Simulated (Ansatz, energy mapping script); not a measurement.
## From total energies to J, by hand: NiO in the rock-salt structure

Given the energies of a few magnetic orders of NiO in the rock-salt structure, solve for the couplings by hand and predict the energy of an order left out.

Method: LDA with U = 5.4 eV on Ni d, ortho-atomic projectors; plane waves, U on orthogonalised atomic orbitals unless named otherwise, collinear spin, no spin–orbit coupling, in Ansatz 0.2.0.

Experimental background.

For NiO, rock salt (bulk NiO foil, from earlier work), “Plasma-assisted molecular beam epitaxy of NiO on GaN(00.1)” (2019, arxiv:1910.07810) quotes earlier work: lattice constant a (cubic lattice constant from (200) peak) 0.4176 nm [Measured on a bulk NiO foil, from the authors' earlier cited work; derived from a single …].

“On the Elastic Anisotropy of the Entropy-Stabilized Oxide (Mg, Co, Ni, Cu, Zn)O” (2020, arxiv:2004.06613) quotes from earlier work for NiO, rock salt (literature value): ordering temperature (Neel temperature) 525 K [literature value quoted in the paper's theory part].

This is a report of a sequence of runs, with most program output left out.

## 1. Starting point

Symmetry: Fm-3m, No. 225, cubic system. The conventional cell has a = 4.203 Å, b = 4.203 Å, c = 4.203 Å, α = 90.00°, β = 90.00°, γ = 90.00°. Ni has 6 O at 2.10 Å nearest. Nearest to O lie 6 Ni at 2.10 Å. rocksalt prototype, lattice guessed from radii. Farther neighbours and most contacts between anions are not listed.

This cell was built for the study (rocksalt prototype, lattice guessed from radii), not taken from an experiment; the compound need not form in this structure.

The cell was relaxed beforehand in Ansatz under PBEsol with U = 6 eV on Ni d, ortho-atomic projectors, from parallel moments.

## 2. Two of the runs

The parallel order and one order with opposed moments, in one cell and on one mesh:

File input.yaml:

```yaml
crystal:
  lattice:
    - [0.0, -2.10134405, -2.10134405]
    - [-2.10134405, 0.0, -2.10134405]
    - [2.10134405, 2.10134405, -4.2026881]
  atoms:
    - { symbol: Ni, position: [0.5, 0.5, 0.5], spin: 2.0 }
    - { symbol: Ni, position: [0.0, 0.0, 0.0], spin: 2.0 }
    - { symbol: O, position: [0.75, 0.75, 0.75] }
    - { symbol: O, position: [0.25, 0.25, 0.25] }
magnetization:
  spin_polarized: true
kpoints:
  mp_grid: { grid: [11, 11, 11] }
hamiltonian:
  xc: lda
  hubbard:
    sites:
      - { species: Ni, l: d, u_eff: 5.4 }
      - { site: 0, l: d, u_eff: 5.4, starting_ns: [{ spin: up, occupation_matrix: ni1_major }, { spin: down, occupation_matrix: ni1_minor }] }
      - { site: 1, l: d, u_eff: 5.4, starting_ns: [{ spin: up, occupation_matrix: ni1_major }, { spin: down, occupation_matrix: ni1_minor }] }
    projectors: ortho-atomic
    occupation_matrices:
      ni1_major:
        matrix:
          - [0.998, 0.0, 0.0, 0.0, 0.0]
          - [0.0, 0.999, 0.0, 0.0, 0.0]
          - [0.0, 0.0, 0.999, 0.0, 0.0]
          - [0.0, 0.0, 0.0, 0.998, 0.0]
          - [0.0, 0.0, 0.0, 0.0, 0.999]
      ni1_minor:
        matrix:
          - [0.175, 0.0, 0.0, 0.0, 0.0]
          - [0.0, 0.996, 0.0, 0.0, 0.0]
          - [0.0, 0.0, 0.996, 0.0, 0.0]
          - [0.0, 0.0, 0.0, 0.175, 0.0]
          - [0.0, 0.0, 0.0, 0.0, 0.996]
scf:
  occupations: { method: fermi_dirac, width: 0.05 }
output:
  eigenvalues: true
```

On the command line:

```bash
$ ansatz run input.yaml --threads 4 --pin off --max-ram 8192MiB --backend cpu --events-out ev --progress --plain --runs-dir out
```

Wall time 8.4 s (4 threads of Arm Neoverse V1, shared host); peak memory 0.53 GiB; 28 s of CPU time.

Changes to input.yaml since step 2:

```diff
@@ -7,3 +7,3 @@
     - { symbol: Ni, position: [0.5, 0.5, 0.5], spin: 2.0 }
-    - { symbol: Ni, position: [0.0, 0.0, 0.0], spin: 2.0 }
+    - { symbol: Ni, position: [0.0, 0.0, 0.0], spin: -2.0 }
     - { symbol: O, position: [0.75, 0.75, 0.75] }
@@ -20,3 +20,3 @@
       - { site: 0, l: d, u_eff: 5.4, starting_ns: [{ spin: up, occupation_matrix: ni1_major }, { spin: down, occupation_matrix: ni1_minor }] }
-      - { site: 1, l: d, u_eff: 5.4, starting_ns: [{ spin: up, occupation_matrix: ni1_major }, { spin: down, occupation_matrix: ni1_minor }] }
+      - { site: 1, l: d, u_eff: 5.4, starting_ns: [{ spin: up, occupation_matrix: ni1_minor }, { spin: down, occupation_matrix: ni1_major }] }
     projectors: ortho-atomic
```

Wall time 5.1 s (4 threads); peak memory 0.52 GiB; 19 s of CPU time.

At zero occupation width the energies are -12651.57210 and -12651.85628 eV for 2 Ni atoms, so ΔE = 1000 × (-12651.85628 − (-12651.57210)) / 2 = -142.09 meV a magnetic atom.

## 3. The orders used, and who is opposed

Each order is measured in this way from the parallel run of its own cell. n counts, for a mean magnetic atom, the neighbours of each shell whose moment is opposed.

| order | ΔE (meV) | n at 2.97 Å (of 12) | n at 4.20 Å (of 6) |
| --- | --- | --- | --- |
| compensated +− in cell A | -142.09 | 6 | 6 |
| compensated +− in cell B | 19.86 | 8 | 0 |
| uncompensated ++− in cell C | ? | 6.67 | 2.67 |

Wanted: the couplings, and ΔE of the order “uncompensated ++− in cell C”.

## 4. The equations

With E = −Σ J e·e over ordered pairs of unit vectors, an atom's energy is −Σ J (z − 2n), since each opposed neighbour turns +1 into −1. Against the parallel order, ΔE = 2 Σ n J:

- 12 J₁ + 12 J₂ = -142.09
- 16 J₁ = 19.86

Cramer's rule: the determinant of the left side is D = -192; with the column of each J replaced by the energies it is D₁ = -238.3 and D₂ = 2512. So J₁ = 1.24 meV and J₂ = -13.1 meV.

## 5. The order left out

ΔE = 13.34 × (1.24) + 5.34 × (-13.1) = -53.30 meV.

## 6. Mean-field temperature

In the lowest order (compensated +− in cell A) a spin feels the field h = 2 J₀ m with J₀ = Σ J (z − 2n) = (1.24) × (0) + (-13.1) × (-6) = 78.49 meV. For classical unit spins m ≈ h/3k_BT near the transition, so k_BT = 2 J₀/3 and T = 2 × 78.49 / (3 × 0.08617) = 607 K.

## 7. Outcome

```
J₁, Ni–Ni at 2.97 Å                 : 1.24 meV
J₂, Ni–Ni at 4.20 Å                 : -13.1 meV
ΔE predicted for the withheld order : -53.3 meV
ΔE of the withheld run              : -61.6 meV
mean-field temperature by hand      : 607 K
```

**Reading.** The hand solution predicts -53.30 meV and the withheld run gave -61.60 meV, a miss of 8.30 meV on a scale of 142 meV. Farther shells, terms beyond the Heisenberg form or the mesh can cause that. A least-squares fit to all 4 orders gives 0.657, -13.3 and 0.243 meV, with a third shell at 5.15 Å that the hand model leaves out. The least-squares couplings give 619 K in mean field and 426 K by Monte Carlo, which keeps the fluctuations. Classical unit spins leave out the factor (S+1)/S, and mean field runs high for given couplings; the two errors pull opposite ways. This set was picked because its moments stay put and its equations are well conditioned; many sets are less well behaved. Shells left out of the hand model add to these values wherever the orders used reverse them, so each J is partly a sum. The orders cannot split some shells at all: the value at 2.97 Å holds J(2.97) + 4 J(7.86). A fit with one more shell, at 5.94 Å, gives 1.2, -13, -7.2e-4 and -0.63 meV and 549 K in mean field. The cell was built from a prototype and relaxed; a distortion that needs a larger cell, or another structure that the compound may prefer, is not captured.

1 further run of the session is left out of this account and of its counts and ranges: runs hit by known faults of a program or its files, repeats, responses too ill-conditioned to give a U, cells squeezed past sense, harmless faults, or fits whose shells could not be counted again from the structure.

Calculation against experiment:

```
                                  quantity  measured        PBEsol+U  mean field, by hand  Monte Carlo, fitted couplings
                    lattice constant a (Å)     4.176  4.203 (+0.6 %)                    -                              -
ordering temperature (classical spins) (K)       525               -        607 (+15.7 %)                  426 (-18.8 %)
```

Measured values from arxiv:1910.07810 (2019) and arxiv:2004.06613 (2020).

How well it matches: The lattice constant a is off by +0.6 %. For the ordering temperature, of the levels listed nearest comes mean field, by hand (+15.7 %, fair agreement) and farthest Monte Carlo, fitted couplings (-18.8 %, fair agreement). The grades are ours: good and fair within 0.7 and 1.5 % for the lattice constant a. For lattice constants the calculation has a static lattice, without zero-point motion or thermal expansion.

[Logs and program files are shortened in this print: banners, set-up blocks, solver, clock and traceback lines can be left out without a mark of their own.]

[Logs are printed without paths, hosts, clocks, repeated set-up lines and the standing remarks that a program may print on its own settings, such as how far it seeks lower states.]

[Hosts, paths, dates, database ids (printed as entryN), source tags and the programs' standing remarks are cut or masked in the printed files.]

[Where a cell is said to come from a database of computed structures, the database is the Materials Project.]
